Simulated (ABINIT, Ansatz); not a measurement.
# GaN (P6_3mc): G0W0 with ABINIT, start to end, part 3 of 3

Wanted: ground state, empty states, screening and self-energy for GaN (P6_3mc).

ABINIT 10.8.3; LDA and many-body steps on it, plane waves. Known limits of the many-body steps: not at the basis limit; no spin-orbit coupling; coarse k mesh.

So far. Step 3 (Bands along the symmetry lines): The gap is 1.992 eV, as in the run before at this level. Step 4 (Empty states on the mesh, 3×3×2 mesh, 72 bands): On this mesh the gap is 1.992 eV.

The database entry behind the starting cell differs from later determinations by our own check (about 0.3 % short, ideal inner coordinate), so it need not match the best structure at ambient conditions.

## 5. Screening, 3×3×2 mesh, 66 bands, screening to 119.7 eV

The RPA dielectric matrix is built and inverted for each q.

This step: RPA screening on LDA, plane waves, norm-conserving pseudopotentials.

File run.abi:

```
acell 3*1.0 Angstrom
rprim 
  3.179999999980 0.000000000005 0.000000000000
  -1.589999999994 2.753960784015 0.000000000000
  0.000000000000 0.000000000000 5.166000000000
ntypat 2
znucl 31 7
natom 4
typat 1 1 2 2
xred 
  0.333333333333 0.666666666667 0.000000000000
  0.666666666667 0.333333333333 0.500000000000
  0.333333333333 0.666666666667 0.375000000000
  0.666666666667 0.333333333333 0.875000000000
pp_dirpath "pseudos"
pseudos "Ga.upf, N.upf"
ecut 45
ngkpt 3 3 2
nshiftk 1
shiftk 0 0 0
kptopt 1
chksymbreak 0
istwfk *1
occopt 1
irdwfk 1
optdriver 3
nband 66
ecuteps 4.4
inclvkb 2
awtr 1
symchi 1
indata_prefix "in"
outdata_prefix "out"
tmpdata_prefix "tmp"
```

Command:

```bash
OMP_NUM_THREADS=1 mpirun -n 4 abinit run.abi > log
```

Numbers of over 12 decimals in the logs are rounded to 6 here.

Log:

```text
.Version 10.8.3 of ABINIT. v10.8.2 released Aug 2026.

 Symmetries : space group P6_3 m c (#186); Bravais hP (primitive hexag.)
[... echo of the input left out ...]
== DATASET  1 ==================================================================
-   mpi_nproc: 4, omp_nthreads: 1 (-1 if OMP is not activated)

--- !DatasetInfo
iteration_state: {dtset: 1, }
dimensions: {natom: 4, nkpt: 6, mband: 66, nsppol: 1, nspinor: 1, nspden: 1, mpw: 4419, }
cutoff_energies: {ecut:  45.0, pawecutdg:  -1.0, }
electrons: {nelect:   5.20000000E+01, charge:   0.00000000E+00, occopt:   1.00000000E+00, tsmear:   1.00000000E-02, }

 SCREENING: Calculation of the susceptibility and dielectric matrices

 Based on a program developped by R.W. Godby, V. Olevano, G. Onida, and L. Reining.
 Incorporated in ABINIT by V. Olevano, G.-M. Rignanese, and M. Torrent.
.Using double precision arithmetic ; gwpc =  8

[... cell and pseudopotentials left out ...]
--------------------------------------------------------------------------------

 ==== K-mesh for the wavefunctions ====
 Number of points in the irreducible wedge :     6
[... list of points left out ...]
 Together with 12 symmetry operations and time-reversal symmetry
 yields    18 points in the full Brillouin Zone.

 ==== Q-mesh for the screening function ====
 Number of points in the irreducible wedge :     6
[... list of points left out ...]
 Together with 12 symmetry operations and time-reversal symmetry
 yields    18 points in the full Brillouin Zone.

 setmesh: FFT mesh size selected  =    24x   24x   40
          total number of points  =        23040

 vcoul_init : cutoff-mode = AUXILIARY_FUNCTION
 q-points for optical limit:   1
     1)      0.000010    0.000020    0.000030

- screening: taking advantage of time-reversal symmetry
- Maximum band index for partially occupied states nbvw = 26
- Remaining bands to be divided among processors   nbcw = 40
- Number of bands treated by each node ~10

 Number of electrons calculated from density =   52.0000; Expected =   52.0000
 average of density, n =  0.170321
 r_s =    1.1191
 omega_plasma =   39.8097 [eV]

 calculating chi0 at frequencies [eV] :
  1    0.000000E+00    0.000000E+00
  2    0.000000E+00    3.980974E+01

--------------------------------------------------------------------------------
  q-point number  1        q = ( 0.000000, 0.000000, 0.000000) [r.l.u.]
--------------------------------------------------------------------------------
[... chi0 elements left out ...]
 For q-point:  0.000010 0.000020 0.000030
  dielectric constant =   9.5656
  dielectric constant without local fields =  10.2539

  Average fulfillment of the sum rule on Im[epsilon] for q-point    1 :     25.43  [%]
[... wings left out ...]
  q-point number  2        q = ( 0.333333, 0.000000, 0.000000) [r.l.u.]
--------------------------------------------------------------------------------
[... chi0 elements left out ...]
  Average fulfillment of the sum rule on Im[epsilon] for q-point    2 :     29.34  [%]

 [... 4 further q-points ...]
```

Run time: 11 s. Hardware: 4 MPI ranks of Arm Neoverse V1, shared host; peak memory 0.71 GiB.

Numbers from this step:

| Item | Value |
| --- | --- |
| ε∞ with local fields, on this mesh, along the program's q direction | 9.566 |
| the same without local fields | 10.25 |
| plasma frequency | 39.81 eV |
| plane waves in the screening matrix | 135 |

Local fields lower ε∞ by 7 %. On a Γ-centred mesh this coarse the value itself is usually too large, while a short band sum pulls it down.

## 6. Self-energy, 3×3×2 mesh, 66 bands, screening to 119.7 eV

The self-energy is evaluated for the states that the input lists, and the levels follow from it, in one-shot runs by the linearised quasiparticle equation.

This step: G0W0 on LDA, plane waves, norm-conserving pseudopotentials.

Changes to run.abi since step 5:

```diff
@@ -25,8 +25,15 @@
 irdwfk 1
-optdriver 3
+optdriver 4
 nband 66
+gwcalctyp 0
+ecutsigx 45
+symsigma 1
+nkptgw 1
+kptgw 
+  0.0000000000 0.0000000000 0.0000000000
+bdgw 
+  25 28
 ecuteps 4.4
-inclvkb 2
-awtr 1
-symchi 1
+irdscr 1
+ppmodel 1
 indata_prefix "in"
```

Log:

```text
.Version 10.8.3 of ABINIT. v10.8.2 released Aug 2026.

 Symmetries : space group P6_3 m c (#186); Bravais hP (primitive hexag.)
[... echo of the input left out ...]
== DATASET  1 ==================================================================
-   mpi_nproc: 4, omp_nthreads: 1 (-1 if OMP is not activated)

--- !DatasetInfo
iteration_state: {dtset: 1, }
dimensions: {natom: 4, nkpt: 6, mband: 66, nsppol: 1, nspinor: 1, nspden: 1, mpw: 4419, }
cutoff_energies: {ecut:  45.0, pawecutdg:  -1.0, }
electrons: {nelect:   5.20000000E+01, charge:   0.00000000E+00, occopt:   1.00000000E+00, tsmear:   1.00000000E-02, }

 SIGMA: Calculation of the GW corrections

 Based on a program developped by R.W. Godby, V. Olevano, G. Onida, and L. Reining.
 Incorporated in ABINIT by V. Olevano, G.-M. Rignanese, and M. Torrent.
.Using double precision arithmetic ; gwpc =  8

[... cell and pseudopotentials left out ...]
--------------------------------------------------------------------------------

 ==== K-mesh for the wavefunctions ====
 Number of points in the irreducible wedge :     6
[... list of points left out ...]
 Together with 12 symmetry operations and time-reversal symmetry
 yields    18 points in the full Brillouin Zone.

 ==== Q-mesh for screening function ====
 Number of points in the irreducible wedge :     6
[... list of points left out ...]
 Together with 12 symmetry operations and time-reversal symmetry
 yields    18 points in the full Brillouin Zone.

 vcoul_init : cutoff-mode = AUXILIARY_FUNCTION
 q-points for optical limit:   1
     1)      0.000010    0.000020    0.000030
 setmesh: FFT mesh size selected  =    32x   32x   60
          total number of points  =        61440

 Number of electrons calculated from density =   52.0000; Expected =   52.0000
 average of density, n =  0.170321
 r_s =    1.1191
 omega_plasma =   39.8097 [eV]

 === KS Band Gaps ===
  >>>> For spin  1
   Minimum direct gap =   1.9920 [eV], located at k-point      :   0.0000  0.0000  0.0000
   Fundamental gap    =   1.9920 [eV], Top of valence bands at :   0.0000  0.0000  0.0000
                                       Bottom of conduction at :   0.0000  0.0000  0.0000
 SIGMA fundamental parameters:
 PLASMON POLE MODEL  1
 number of plane-waves for SigmaX                 4367
 number of plane-waves for SigmaC and W            135
 number of plane-waves for wavefunctions          4367
 number of bands                                    66
 number of independent spin polarizations            1
 number of spinorial components                      1
 number of k-points in IBZ                           6
 number of q-points in IBZ                           6
 number of symmetry operations                      12
 number of k-points in BZ                           18
 number of q-points in BZ                           18
 number of frequencies for dSigma/dE                 9
 frequency step for dSigma/dE [eV]                0.25
 number of omega for Sigma on real axis              0
 max omega for Sigma on real axis  [eV]           0.00
 zcut for avoiding poles [eV]                     0.10

 EPSILON^-1 parameters (SCR file):
 dimension of the eps^-1 matrix on file            135
 dimension of the eps^-1 matrix used               135
 number of plane-waves for wavefunctions          4367
 number of bands                                    66
 number of q-points in IBZ                           6
 number of frequencies                               2
 number of real frequencies                          1
 number of imag frequencies                          1

 matrix elements of self-energy operator (all in [eV])

 Perturbative Calculation

--- !SelfEnergy_ee
iteration_state: {dtset: 1, }
kpoint     : [   0.000,    0.000,    0.000, ]
spin       : 1
KS_gap     :    1.992
QP_gap     :    3.056
Delta_QP_KS:    1.064
data: !SigmaeeData |
     Band     E0 <VxcDFT>   SigX SigC(E0)      Z dSigC/dE  Sig(E)    E-E0       E
       25   6.653 -19.000 -22.623   3.796   0.796  -0.257 -18.862   0.138   6.791
       26   6.653 -19.000 -22.623   3.796   0.796  -0.257 -18.862   0.138   6.791
       27   8.645 -14.612  -9.689  -3.456   0.820  -0.220 -13.410   1.202   9.847
       28  10.863 -14.544  -8.763  -3.952   0.829  -0.206 -13.027   1.517  12.379

== END DATASET(S) ==============================================================
================================================================================

 -outvars: echo values of variables after computation  --------
           etotal      0.0000000000E+00
            nband          66
             nkpt           6
          spgroup         186
 [... the other variables as echoed above ...]

 Calculation completed.
```

Run time: 3.5 s. Hardware: 4 MPI ranks; peak memory 0.58 GiB; 13 s of CPU time.

Numbers from this step:

```yaml
g0w0_gap_on_the_points_computed: 3.056 eV
starting_gap_on_the_mesh: 1.992 eV
k_of_the_valence_top: 0, 0, 0
k_of_the_conduction_bottom: 0, 0, 0
z_at_the_valence_top: 0.796
z_at_the_conduction_bottom: 0.82
least_direct_g0w0_gap_on_the_computed_points: 3.056 eV
```

The gap on the mesh goes from 1.99 eV to 3.06 eV, a correction of +1.06 eV.

Limits: finite bands, cutoff and mesh; no spin-orbit coupling; coarse k mesh. v1 is the top filled band, c1 the lowest empty one. Levels before and after the correction, in eV, zero at the valence-band top of each column:

```csv
,conduction bottom,valence top
Kohn-Sham,1.99,0.00
G0W0,3.06,0.00
```

```csv
,level,energy (eV)
Kohn-Sham,Γ v2-v1,0.000
Kohn-Sham,Γ c1,1.992
Kohn-Sham,Γ c2,4.210
G0W0,Γ v2-v1,0.000
G0W0,Γ c1,3.056
G0W0,Γ c2,5.588
```

## 7. Where the time went

Times are wall times on 4 MPI ranks of Arm Neoverse V1, shared host, good to a factor of about two.

```csv
step,time,share,memory (GiB)
ground state,39 s,31 %,0.38
bands along the symmetry lines,54 s,44 %,0.46
empty states on the mesh,16 s,13 %,0.32
screening,11 s,9 %,0.71
self-energy,3.5 s,3 %,0.58
```

## 8. Summary of results

```json
{
 "LDA gap": "1.99 eV, direct",
 "G0W0 gap on the mesh": "3.06 eV",
 "GW settings": "3×3×2 mesh, 66 bands, screening to 119.7 eV, Godby-Needs plasmon pole",
 "known limits": "not at the basis limit; no spin-orbit coupling; coarse k mesh"
}
```

G0W0 moves the gap on the mesh from 1.99 eV to 3.06 eV (+1.06 eV), with Z of 0.80 and 0.82 at the edges. Local fields lower the RPA ε∞ on this mesh from 10.25 to 9.57; a Γ-centred mesh this coarse tends to raise both, most where the direct gap is narrow, while a short band sum lowers them. Only 1 of the mesh's irreducible points was corrected, so a valley elsewhere could overtake. Bands and cutoff are finite, so the gap is not at the basis limit. The miss can reach some tenths of an eV and take either sign; the mesh is an error of its own. In the G0W0 run levels were corrected at 1 k point alone, so a gap called «on the mesh» is the least over those, and an edge elsewhere would be missed. The 3×3×2 mesh is coarse for this cell, which bears on the long-range parts of exchange and screening. The many-body steps are scalar-relativistic: spin-orbit coupling is not in them.

[Paths, hosts, dates, memory and timing lines, banners, echoed tables and standing remarks are left out of the program output.]

[Logs are printed without paths, hosts, clocks, repeated set-up lines and the standing remarks that a program may print on its own settings, such as how far it seeks lower states.]

[Runs of the session that timed out or met a known fault of the program may be left out.]

[Hosts, paths, dates, database ids (printed as entryN), source tags and the programs' standing remarks are cut or masked in the printed files.]

[G0W0 gaps are taken among the corrected bands and points alone; a level outside them can change the order at an edge.]

[Where Ansatz stands beside ABINIT at settings called matched, ABINIT's density can come from a denser mesh and the files from another edition; pairs whose starting gaps differed by over 0.03 eV were left out, so agreement reads better than it is.]
